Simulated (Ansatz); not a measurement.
**CdPb2: relaxing a made-up structure**

Starting from a made-up structure for CdPb2, the aim is the relaxed cell, its shortest contacts and, where a second run follows, its electronic structure.

Program: Ansatz 0.2.0. Level of theory: DFT, PBE, plane-wave PAW, files of the set soft_1, scalar-relativistic, no spin, cell and ions relaxed at zero pressure; PAW set soft_1, in the first sound run; inputs show where later runs differ. Results are calculated unless marked as measured.

### 1. Set-up

Symmetry: P-3m1, No. 164, trigonal system. The conventional cell has a = 4.269 Å, b = 4.269 Å, c = 5.328 Å, α = 90.00°, β = 90.00°, γ = 120.00°. Nearest to Pb lie 3 Pb at 2.68 Å and 3 Cd at 3.26 Å. Nearest to Cd lie 6 Pb at 3.26 Å. Farther neighbours are not listed.

### 2. Relaxation of the guess

The guess takes its coordinates from another compound and its volume from a rule, so the cell and any free coordinates are relaxed together.

Contents of input.yaml:

```yaml
crystal:
  lattice:
    - [4.269, 0.0, 0.0]
    - [-2.1345, 3.697062449, 0.0]
    - [0.0, 0.0, 5.328]
  atoms:
    - { symbol: Pb, position: [0.333333333, 0.666666667, 0.4007] }
    - { symbol: Pb, position: [0.666666667, 0.333333333, 0.5993] }
    - { symbol: Cd, position: [0.0, 0.0, 0.0] }
kpoints:
  mp_grid: { grid: [7, 7, 5] }
scf:
  occupations: { method: fermi_dirac, width: 0.05 }
hamiltonian:
  xc: pbe
  pseudopotentials: { kind: paw, azcp: { folder: soft_1 } }
relax:
  f_tol: 0.015
  max_steps: 70
  cell: {}
output:
  forces: true
  stress: true
```

Started as:

```bash
ansatz run input.yaml --threads 4 --pin off --max-ram 10240MiB --backend cpu --events-out ev --progress --plain --runs-dir out
```

Numbers of over 12 decimals in the logs are rounded to 6 here.

Log:

```text
Engine: ansatz 0.2.0, aarch64-unknown-linux-gnu
Pseudopotentials: kind: paw
Pseudopotential: Pb, paw, valence charge 14, recommended cutoff 420 eV (normal), soft_1/Pb.paw.azcp
Pseudopotential: Cd, paw, valence charge 20, recommended cutoff 420 eV (normal), soft_1/Cd.paw.azcp
Functional definition: PBE
  parameter kappa = 0.804
  parameter beta = 0.066725
  exchange = pbe_x(kappa = kappa, mu = beta*pi^2/3)
  correlation = pbe_c(beta = beta)
Crystal: 3 atoms, lattice volume = 84.091 Å³
Basis set: ecut = 420 eV, 1631 PW (Γ), exchange–correlation on 60×60×72 points (8 copies of the dense FFT grid, shifted against one another)
Bands: 29, of which v1, the nominal top of the filled ones, is band 24 counted from 1 (23 counted from 0)
Symmetry: 12 space group operations
Space group: P-3m1 (ITA 164), of the structure as read, at distance tolerance 4.4e-5 Å
k-points: 32 of 245
Non-local potential: Pb, projectors of the file, l = 0: 2, l = 1: 2, l = 2: 2, l = 3: 1
Non-local potential: Cd, projectors of the file, l = 0: 3, l = 1: 2, l = 2: 2, l = 3: 1
PAW form: soft (Blöchl's): semilocal exchange-correlation on the pseudo side does not see the compensation charge
PAW one-centre angular grid: Pb, 590 points (default); XC on 64 Gauss nodes
PAW one-centre angular grid: Cd, 590 points (default); XC on 64 Gauss nodes
Initial density: superposition of atomic densities (chi_scale 0.1, normalization cell, long waves kept (reshape's long-wave potential 0.02 eV rms))
Initial wavefunctions: pseudopotential atomic-orbital guess
Functional: x = pbe(κ = 0.804, μ = 0.219515), c = pbe(β = 0.066725)
SCF iter   1: F=—  HF=-32071.063282 eV  |F-HF|=—  |Δ(HF+E_count)|=         —  Δρ=4.26e-2  dr2=2.88e0  ethr=3.10e-3  ⟨swp⟩=7.3  Hψ=4181  notcnv=0
preconditioner: auto → Kerker (q_TF=auto, 2.485 Å⁻¹)  [metal: Δε(μ)=0.012 eV  Ē_g=15.269 eV  σ=0.050 eV  W_gap=0.06  n_scr=22 (ndim 8)  ℏωp=25.6 eV  f_vac=0.000  D(μ)=1.84/eV (n_scr^D=8)]
SCF iter   2: F=—  HF=-32070.350544 eV  |F-HF|=—  |Δ(HF+E_count)|=   7.13e-1  Δρ=1.82e-2  dr2=8.17e-1  ethr=3.10e-3  ⟨swp⟩=3.0  Hψ=1719  notcnv=0  defer=8
SCF iter   3: F=—  HF=-32070.155727 eV  |F-HF|=—  |Δ(HF+E_count)|=   1.95e-1  Δρ=6.89e-3  dr2=1.30e-1  ethr=1.70e-3  ⟨swp⟩=3.8  Hψ=1684  notcnv=0  defer=8
SCF iter   4: F=—  HF=-32070.125133 eV  |F-HF|=—  |Δ(HF+E_count)|=   3.06e-2  Δρ=1.96e-3  dr2=8.61e-3  ethr=2.71e-4  ⟨swp⟩=3.2  Hψ=1548  notcnv=0  defer=8
SCF iter   5: F=—  HF=-32070.123296 eV  |F-HF|=—  |Δ(HF+E_count)|=   1.84e-3  Δρ=8.46e-4  dr2=1.85e-3  ethr=1.79e-5  ⟨swp⟩=2.1  Hψ=1232  notcnv=0  defer=8
SCF iter   6: F=—  HF=-32070.123043 eV  |F-HF|=—  |Δ(HF+E_count)|=   2.53e-4  Δρ=3.22e-4  dr2=1.97e-4  ethr=3.86e-6  ⟨swp⟩=2.5  Hψ=1357  notcnv=0  defer=8
SCF iter   7: F=—  HF=-32070.123032 eV  |F-HF|=—  |Δ(HF+E_count)|=   1.11e-5  Δρ=8.78e-5  dr2=1.13e-5  ethr=4.10e-7  ⟨swp⟩=2.1  Hψ=1255  notcnv=0  defer=8
SCF iter   8: F=—  HF=-32070.123036 eV  |F-HF|=—  |Δ(HF+E_count)|=   3.55e-6  Δρ=2.38e-5  dr2=8.91e-7  ethr=2.35e-8  ⟨swp⟩=2.0  Hψ=1264  notcnv=0  defer=8
SCF iter   9: F=-32070.123036 eV  HF=-32070.123036 eV  |F-HF|=7.85e-9  |Δ(HF+E_count)|=   3.39e-7  Δρ=6.85e-6  dr2=6.50e-8  ethr=2.08e-10  ⟨swp⟩=3.8  Hψ=3767  notcnv=0
SCF 1 converged in 9 iterations: F = -32070.123036 eV  dr2 = 6.50e-8
  greatest PAW one-centre occupation: 1.000 electrons in one spin orbital (limit 2), on the Cd atom at site 2 (counted from 0), in its partial waves of l = 0
relax step   1: F+E_penalty+E_count = -32070.12303622 eV  Δ(F+E_penalty+E_count) = +0.000e0 eV  max|allowed force component| = 3.254e0 eV/Å  Δτ_max = 0.0000 Å  P = +14.579 GPa  Ω = 84.091 Å³  (9 SCF iters, dr2 threshold 1.00e-7 eV, accepted)
Crystal: 3 atoms, lattice volume = 90.900 Å³
Basis set: ecut = 420 eV, 1801 PW (Γ), exchange–correlation on 60×60×72 points (8 copies of the dense FFT grid, shifted against one another)
Initial density: handed on by an earlier stage of this run
Initial wavefunctions: those handed on with the density
iter 1 solved again at ethr=1.38e-4 eV; its pass at ethr=3.10e-3 eV (dr2=6.64e-2 eV) is discarded
SCF iter   1: F=—  HF=-32071.374759 eV  |F-HF|=—  |Δ(HF+E_count)|=         —  Δρ=8.39e-3  dr2=6.77e-2  ethr=1.38e-4  ⟨swp⟩=1.3  Hψ=5541  notcnv=0
preconditioner: auto → LDOS  [metal: Δε(μ)=0.048 eV  Ē_g=15.106 eV  σ=0.050 eV  W_gap=0.23  n_scr=22 (ndim 8)  ℏωp=24.6 eV  f_vac=0.010  D(μ)=1.86/eV (n_scr^D=8)  β→1.0]
SCF iter   2: F=—  HF=-32071.374047 eV  |F-HF|=—  |Δ(HF+E_count)|=   7.13e-4  Δρ=4.62e-3  dr2=2.37e-2  ethr=1.38e-4  ⟨swp⟩=3.0  Hψ=1848  notcnv=0
preconditioner: auto → Kerker (q_TF=auto, 2.453 Å⁻¹)  [metal: Δε(μ)=0.035 eV  Ē_g=15.077 eV  σ=0.050 eV  W_gap=0.17  n_scr=22 (ndim 8)  ℏωp=24.6 eV  f_vac=0.006  D(μ)=1.96/eV (n_scr^D=8)  β→0.5]
SCF iter   3: F=—  HF=-32071.367319 eV  |F-HF|=—  |Δ(HF+E_count)|=   6.73e-3  Δρ=1.58e-3  dr2=1.80e-3  ethr=4.94e-5  ⟨swp⟩=2.0  Hψ=1915  notcnv=0  defer=6
SCF iter   4: F=—  HF=-32071.367886 eV  |F-HF|=—  |Δ(HF+E_count)|=   5.67e-4  Δρ=5.24e-4  dr2=2.65e-4  ethr=3.74e-6  ⟨swp⟩=2.4  Hψ=1446  notcnv=0  defer=6
SCF iter   5: F=—  HF=-32071.367886 eV  |F-HF|=—  |Δ(HF+E_count)|=   4.11e-7  Δρ=1.99e-4  dr2=5.51e-5  ethr=5.51e-7  ⟨swp⟩=2.0  Hψ=1614  notcnv=0  defer=6
SCF iter   6: F=—  HF=-32071.367898 eV  |F-HF|=—  |Δ(HF+E_count)|=   1.23e-5  Δρ=5.87e-5  dr2=5.09e-6  ethr=1.15e-7  ⟨swp⟩=2.0  Hψ=1232  notcnv=0  defer=6
SCF iter   7: F=—  HF=-32071.367900 eV  |F-HF|=—  |Δ(HF+E_count)|=   1.84e-6  Δρ=1.68e-5  dr2=4.22e-7  ethr=1.06e-8  ⟨swp⟩=2.0  Hψ=1239  notcnv=0  defer=6
SCF iter   8: F=-32071.367900 eV  HF=-32071.367900 eV  |F-HF|=2.45e-8  |Δ(HF+E_count)|=   1.06e-7  Δρ=5.07e-6  dr2=5.49e-8  ethr=6.25e-10  ⟨swp⟩=4.6  Hψ=3191  notcnv=0
SCF 2 converged in 8 iterations: F = -32071.367900 eV  dr2 = 5.49e-8
relax step   2: F+E_penalty+E_count = -32071.36789980 eV  Δ(F+E_penalty+E_count) = -1.245e0 eV  max|allowed force component| = 1.283e0 eV/Å  Δτ_max = 0.1916 Å  P = +4.017 GPa  Ω = 90.900 Å³  energy of the carried Pulay correction = -1.428e-3 eV  (8 SCF iters, dr2 threshold 3.00e-7 eV, accepted)
Crystal: 3 atoms, lattice volume = 90.505 Å³
Basis set: ecut = 420 eV, 1765 PW (Γ), exchange–correlation on 60×60×72 points (8 copies of the dense FFT grid, shifted against one another)
iter 1 solved again at ethr=8.64e-5 eV; its pass at ethr=3.10e-3 eV (dr2=4.14e-2 eV) is discarded
SCF iter   1: F=—  HF=-32071.671524 eV  |F-HF|=—  |Δ(HF+E_count)|=         —  Δρ=7.67e-3  dr2=4.34e-2  ethr=8.64e-5  ⟨swp⟩=1.8  Hψ=5211  notcnv=0
preconditioner: auto → Kerker (q_TF=auto, 2.455 Å⁻¹)  [metal: Δε(μ)=0.077 eV  Ē_g=15.011 eV  σ=0.050 eV  W_gap=0.37  n_scr=22 (ndim 8)  ℏωp=24.7 eV  f_vac=0.002  D(μ)=2.22/eV (n_scr^D=20)]
SCF iter   2: F=—  HF=-32071.667010 eV  |F-HF|=—  |Δ(HF+E_count)|=   4.51e-3  Δρ=4.66e-3  dr2=1.82e-2  ethr=8.64e-5  ⟨swp⟩=1.0  Hψ=929  notcnv=0
SCF iter   3: F=—  HF=-32071.664829 eV  |F-HF|=—  |Δ(HF+E_count)|=   2.18e-3  Δρ=8.06e-4  dr2=9.86e-4  ethr=3.79e-5  ⟨swp⟩=2.7  Hψ=1638  notcnv=0
SCF iter   4: F=—  HF=-32071.664767 eV  |F-HF|=—  |Δ(HF+E_count)|=   6.20e-5  Δρ=3.48e-4  dr2=2.10e-4  ethr=2.05e-6  ⟨swp⟩=2.9  Hψ=1676  notcnv=0
SCF iter   5: F=—  HF=-32071.664796 eV  |F-HF|=—  |Δ(HF+E_count)|=   2.90e-5  Δρ=1.25e-4  dr2=1.48e-5  ethr=4.36e-7  ⟨swp⟩=2.9  Hψ=1679  notcnv=0
SCF iter   6: F=—  HF=-32071.664795 eV  |F-HF|=—  |Δ(HF+E_count)|=   5.64e-7  Δρ=4.37e-5  dr2=1.97e-6  ethr=3.08e-8  ⟨swp⟩=2.0  Hψ=1657  notcnv=0
SCF iter   7: F=—  HF=-32071.664796 eV  |F-HF|=—  |Δ(HF+E_count)|=   6.60e-7  Δρ=1.46e-5  dr2=3.15e-7  ethr=6.25e-10  ⟨swp⟩=4.8  Hψ=3265  notcnv=0
SCF iter   8: F=-32071.664796 eV  HF=-32071.664796 eV  |F-HF|=3.52e-9  |Δ(HF+E_count)|=   1.19e-7  Δρ=4.79e-6  dr2=3.51e-8  ethr=6.25e-10  ⟨swp⟩=4.0  Hψ=3019  notcnv=0
SCF 3 converged in 8 iterations: F = -32071.664796 eV  dr2 = 3.51e-8
relax step   3: F+E_penalty+E_count = -32071.66479599 eV  Δ(F+E_penalty+E_count) = -2.969e-1 eV  max|allowed force component| = 2.799e-1 eV/Å  Δτ_max = 0.1985 Å  P = +1.874 GPa  Ω = 90.505 Å³  energy of the carried Pulay correction = -1.350e-3 eV  (8 SCF iters, dr2 threshold 3.00e-7 eV, accepted)
[...]
relax step   4: F+E_penalty+E_count = -32071.69893254 eV  Δ(F+E_penalty+E_count) = -3.414e-2 eV  max|allowed force component| = 1.253e-1 eV/Å  Δτ_max = 0.0270 Å  P = +0.077 GPa  Ω = 94.574 Å³  energy of the carried Pulay correction = -2.127e-3 eV  (6 SCF iters, dr2 threshold 3.00e-7 eV, accepted)
[...]
relax step   5: F+E_penalty+E_count = -32071.70278698 eV  Δ(F+E_penalty+E_count) = -3.854e-3 eV  max|allowed force component| = 3.807e-3 eV/Å  Δτ_max = 0.0335 Å  P = +0.096 GPa  Ω = 94.324 Å³  energy of the carried Pulay correction = -2.081e-3 eV  (6 SCF iters, dr2 threshold 3.00e-7 eV, accepted)
[...]
relax step   6: F+E_penalty+E_count = -32071.70356345 eV  Δ(F+E_penalty+E_count) = -7.765e-4 eV  max|allowed force component| = 8.370e-3 eV/Å  Δτ_max = 0.0018 Å  P = +0.052 GPa  Ω = 94.446 Å³  energy of the carried Pulay correction = -2.103e-3 eV  (4 SCF iters, dr2 threshold 1.38e-7 eV, accepted)
[...]
relax step   7: F+E_penalty+E_count = -32071.70510979 eV  Δ(F+E_penalty+E_count) = -1.546e-3 eV  max|allowed force component| = 1.871e-2 eV/Å  Δτ_max = 0.0039 Å  P = -0.016 GPa  Ω = 94.607 Å³  energy of the carried Pulay correction = -2.133e-3 eV  (6 SCF iters, dr2 threshold 7.12e-8 eV, accepted)
[...]
relax step   8: F+E_penalty+E_count = -32071.70525306 eV  Δ(F+E_penalty+E_count) = -1.433e-4 eV  max|allowed force component| = 4.731e-4 eV/Å  Δτ_max = 0.0060 Å  P = -0.001 GPa  Ω = 94.549 Å³  energy of the carried Pulay correction = -2.122e-3 eV  (6 SCF iters, dr2 threshold 2.19e-8 eV, accepted)
Basis set: ecut = 420 eV, 1837 PW (Γ), exchange–correlation on 60×60×80 points (8 copies of the dense FFT grid, shifted against one another)
Initial wavefunctions: pseudopotential atomic-orbital guess (no wavefunctions were taken with the density)
iter 1 solved again at ethr=1.45e-7 eV; its pass at ethr=3.10e-3 eV (dr2=6.97e-5 eV) is discarded
SCF iter   1: F=—  HF=-32071.706690 eV  |F-HF|=—  |Δ(HF+E_count)|=         —  Δρ=2.03e-4  dr2=5.97e-6  ethr=1.45e-7  ⟨swp⟩=3.1  Hψ=6324  notcnv=0
preconditioner: auto → Kerker (q_TF=auto, 2.437 Å⁻¹)  [metal: Δε(μ)=0.041 eV  Ē_g=14.871 eV  σ=0.050 eV  W_gap=0.20  n_scr=22 (ndim 8)  ℏωp=24.2 eV  f_vac=0.000  D(μ)=1.82/eV (n_scr^D=8)]
SCF iter   2: F=—  HF=-32071.706809 eV  |F-HF|=—  |Δ(HF+E_count)|=   1.19e-4  Δρ=1.03e-4  dr2=1.44e-6  ethr=1.24e-8  ⟨swp⟩=2.0  Hψ=1580  notcnv=0
SCF iter   3: F=—  HF=-32071.706828 eV  |F-HF|=—  |Δ(HF+E_count)|=   1.93e-5  Δρ=2.22e-5  dr2=9.09e-8  ethr=2.99e-9  ⟨swp⟩=2.0  Hψ=1561  notcnv=0
SCF iter   4: F=—  HF=-32071.706829 eV  |F-HF|=—  |Δ(HF+E_count)|=   1.06e-6  Δρ=2.85e-6  dr2=5.43e-9  ethr=1.89e-10  ⟨swp⟩=2.0  Hψ=1241  notcnv=0
SCF iter   5: F=—  HF=-32071.706829 eV  |F-HF|=—  |Δ(HF+E_count)|=   1.04e-9  Δρ=6.45e-7  dr2=3.82e-10  ethr=1.13e-11  ⟨swp⟩=2.3  Hψ=1378  notcnv=0
SCF iter   6: F=—  HF=-32071.706829 eV  |F-HF|=—  |Δ(HF+E_count)|=  7.64e-10  Δρ=2.10e-7  dr2=4.38e-11  ethr=1.00e-12  ⟨swp⟩=2.2  Hψ=1700  notcnv=0
SCF iter   7: F=-32071.706829 eV  HF=-32071.706829 eV  |F-HF|=3.64e-12  |Δ(HF+E_count)|=  3.64e-12  Δρ=5.46e-8  dr2=4.33e-12  ethr=1.00e-12  ⟨swp⟩=5.5  Hψ=3674  notcnv=0
SCF 9 converged in 7 iterations: F = -32071.706829 eV  dr2 = 4.33e-12
relax step   9: F+E_penalty+E_count = -32071.70682901 eV  Δ(F+E_penalty+E_count) = -1.576e-3 eV  max|allowed force component| = 4.887e-4 eV/Å  Δτ_max = 0.0000 Å  P = -0.016 GPa  Ω = 94.549 Å³  stress off target by 2.33e-2 GPa  SCF on the basis re-selected at this cell (its energy is not comparable with the rows above)  (7 SCF iters)
basis re-selected at this cell: Δ(F+E_penalty+E_count) = -1.576e-3 eV, ΔP = -0.014 GPa vs the last step (what re-selecting the basis moved, of the pressure what is left beyond the Pulay correction that the steps carried, after the strain that the cell walked since its last selection, with what the two solves' SCF thresholds leave and, on support functions, any second-order correction that the steps lacked; it is no measure of the basis error at this ecutwfc). The dense FFT grid was sized anew with the basis: this SCF ran on 30×30×40 points, the steps before it on 30×30×36, so part of this shift can come from that change (see relax.cell in the input reference). [rest of the remark cut]
SCF converged after 7 iterations
Free energy (F): -32071.706829 eV
Harris-Foulkes:  -32071.706829 eV  (|F-HF|=3.64e-12)
Internal energy: -32071.691944 eV  (E = F + TS)
E sigma→0 (E₀):  -32071.699386 eV
Entropy (-TS):   -0.014885 eV (-4.962 meV/atom)
Fermi energy:    9.774613 eV
--- Per-component energies (eV) ---
  E_band       = -586.917394
  E_kinetic    = 1026.657163
  E_local      = -5937.088543  (includes V_loc(G=0)·N_el)
  E_nonlocal   = 729.119823
  E_hartree    = 2581.648775
  E_xc         = -566.821025
  E_vxc        = -470.471958  (∫ρ·V_xc dr)
  E_paw        = -24886.541585  (= ΣΔE_a)
  E_vpaw       = -1098.431702  (= ΣTr[D̂ρ^β])
  E_aug_tail   = 0.000320  (compensation charges beyond the density's cutoff)
  E_ewald      = -5018.666872
  E_smearing   = -0.014885  (= −TS)
  E_closure    = 0.000000  (closes the sum)
  Σ components = -32071.706829   (vs F -32071.706829, Δ=0.00e0)
--- Forces (eV/Å), atoms counted from 1 ---
  atom   1  Pb     0.00000000     0.00000000    -0.00048869
  atom   2  Pb     0.00000000    -0.00000000     0.00048869
  atom   3  Cd     0.00000000     0.00000000     0.00000000
  max |Σ_I F_I| component: 4.63e-18 eV/Å
--- Stress (GPa, compression-positive) ---
       -0.011756       0.000000       0.000000
       -0.000000      -0.011756       0.000000
        0.000000       0.000000      -0.023262
  P = ⅓ Tr σ = -0.0156 GPa (-0.156 kbar)
--- Relaxed structure (8 steps of the walk, 8 accepted, 1 SCFs on fresh bases) ---
  F+E_penalty+E_count = -32071.70682901 eV   max|allowed force component| = 4.887e-4 eV/Å   (the final SCF, on the basis selected at the relaxed cell)
  cell:  # Å, volume = 94.5486 Å³
    - [4.413500, 0.0, 0.0]
    - [-2.206750, 3.822203, 0]
    - [0.0, 0, 5.604779]
  atoms:
    - { symbol: Pb, position: [0.333333, 0.666667, 0.314597] }
    - { symbol: Pb, position: [0.666667, 0.333333, 0.685403] }
    - { symbol: Cd, position: [0, 0, 4.341149839781799e-19] }
```

The job ended after 11 s (4 threads of Arm Neoverse V1, shared host; peak memory 0.44 GiB; 41 s of CPU time).

The steps of the relaxation:

| step | energy less that of the first step (eV) | largest force component (eV/Å) | pressure (GPa) | volume (Å³) |
| --- | --- | --- | --- | --- |
| 1 | 0.0000 | 3.2536 | 14.58 | 84.09 |
| 2 | -1.2449 | 1.2835 | 4.02 | 90.90 |
| 3 | -1.5418 | 0.2799 | 1.87 | 90.51 |
| 4 | -1.5759 | 0.1253 | 0.08 | 94.57 |
| 5 | -1.5798 | 0.0038 | 0.10 | 94.32 |
| 6 | -1.5805 | 0.0084 | 0.05 | 94.45 |
| 7 | -1.5821 | 0.0187 | -0.02 | 94.61 |
| 8 | -1.5822 | 0.0005 | 0.00 | 94.55 |
| 9* | -1.5838 | 0.0005 | -0.02 | 94.55 |

Relaxation steps marked * repeat the geometry before them on a plane-wave basis chosen anew for their cell, so energy and pressure can jump there.

The run keeps the 12 symmetry operations that it works with, so distortions that break them were not tested.

| conventional cell, symmetrised | before | after | change |
| --- | --- | --- | --- |
| a (Å) | 4.269 | 4.413 | +3.4 % |
| b (Å) | 4.269 | 4.413 | +3.4 % |
| c (Å) | 5.328 | 5.605 | +5.2 % |
| volume (Å³/atom) | 28.03 | 31.52 | +12.4 % |

The atoms that moved most (Å, as changes of fractional coordinates times the final cell):

| atom | dx | dy | dz | length |
| --- | --- | --- | --- | --- |
| Pb1 | 0.000 | 0.000 | -0.483 | 0.483 |
| Pb2 | 0.000 | 0.000 | 0.483 | 0.483 |

The relaxed structure:

```xyz
3
Lattice="4.4135 0.0000 0.0000 -2.2067 3.8222 0.0000 0.0000 0.0000 5.6048" Properties=species:S:1:pos:R:3 pbc="T T T"
Pb    0.0000    2.5481    1.7632
Pb    2.2067    1.2741    3.8415
Cd    0.0000    0.0000    0.0000
```

This step gave:

```yaml
free_energy: -32071.7068 eV
energy_at_zero_smearing: -32071.6994 eV
smearing_term_ts: 0.01489 eV
fermi_energy: 9.775 eV
electrons: 48
symmetry_operations: 12
pressure: -0.01559 GPa
```

The shortest distance of each pair, which need not be the same contact before and after:

| pair | guess (Å) | relaxed (Å) |
| --- | --- | --- |
| Cd–Pb | 3.261 | 3.099 |
| Pb–Pb | 2.682 | 3.288 |
| Cd–Cd | 4.269 | 4.413 |

The relaxation ends with a largest force component of 4.9e-4 eV/Å and a pressure of -0.02 GPa.

(Part 1 of 2 ends here.)

[Logs are printed without paths, hosts, clocks, repeated set-up lines and the standing remarks that a program may print on its own settings, such as how far it seeks lower states.]

[Hosts, paths, dates, database ids (printed as entryN), source tags and the programs' standing remarks are cut or masked in the printed files.]
